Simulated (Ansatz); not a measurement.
Planning a run of Ansatz 0.2.0 on P2Ir (P2_1/c). The input:

```yaml
crystal:
  lattice:
    - [5.7723350975, 0.0, 0.0]
    - [0.0, 5.80673151, 0.0]
    - [-2.1284997265, 0.0, 5.4731408836]
  atoms:
    - { symbol: P, position: [0.1580067, 0.88188186, 0.87028772] }
    - { symbol: P, position: [0.8419933, 0.38188186, 0.62971228] }
    - { symbol: P, position: [0.8419933, 0.11811814, 0.12971228] }
    - { symbol: P, position: [0.1580067, 0.61811814, 0.37028772] }
    - { symbol: P, position: [0.33432299, 0.37720527, 0.18854639] }
    - { symbol: P, position: [0.66567701, 0.87720527, 0.31145361] }
    - { symbol: P, position: [0.66567701, 0.62279473, 0.81145361] }
    - { symbol: P, position: [0.33432299, 0.12279473, 0.68854639] }
    - { symbol: Ir, position: [0.27186641, 0.49883041, 0.79157869] }
    - { symbol: Ir, position: [0.72813359, 0.99883041, 0.70842131] }
    - { symbol: Ir, position: [0.72813359, 0.50116959, 0.20842131] }
    - { symbol: Ir, position: [0.27186641, 0.00116959, 0.29157869] }
kpoints:
  mp_grid: { grid: [2, 2, 2] }
  band_path:
    path:
      - [0.0, 0.0, 0.0]
      - [0.0, 0.5, 0.0]
      - [0.0, 0.5, 0.5]
      - [0.0, 0.0, 0.5]
      - [-0.5, 0.0, 0.5]
      - [-0.5, 0.5, 0.5]
      - [-0.5, 0.5, 0.0]
      - [-0.5, 0.0, 0.0]
    npoints: 1
hamiltonian:
  xc: hse06
scf:
  occupations: { method: fermi_dirac, width: 0.02 }
  n_extra_bands: 16
magnetization:
  noncollinear: true
  spin_orbit: true
output:
  eigenvalues: true
```

```sh
ansatz run input.yaml --threads 24 --pin off --max-ram 82944MiB --backend cuda --events-out ev --progress --plain --runs-dir out --devices 1 --max-vram 78GiB
```

**Question.** How long will it take on 1 × NVIDIA GB200 (shared by 2 runs) with 24 threads of Arm Neoverse V2, shared host, and how much memory?

It took 16 s; on shared hardware allow 7.9 s to 32 s. Peak host memory was 2.2 GiB. The sizes that set the cost: 3599 plane waves a state, 8 irreducible k points and 18 SCF cycles.

Exact exchange couples every pair of k points and filled bands, so it costs far more than a semilocal run.

[Paths, hosts, dates, memory and timing lines, banners, echoed tables and standing remarks are left out of the program output.]

[Logs are printed without paths, hosts, clocks, repeated set-up lines and the standing remarks that a program may print on its own settings, such as how far it seeks lower states.]

[Runs of the session that timed out or met a known fault of the program may be left out.]

[Cells called generated may have been cut or substituted from an entry of the Crystallography Open Database or the Materials Project.]

[Hosts, paths, dates, database ids (printed as entryN), source tags and the programs' standing remarks are cut or masked in the printed files.]
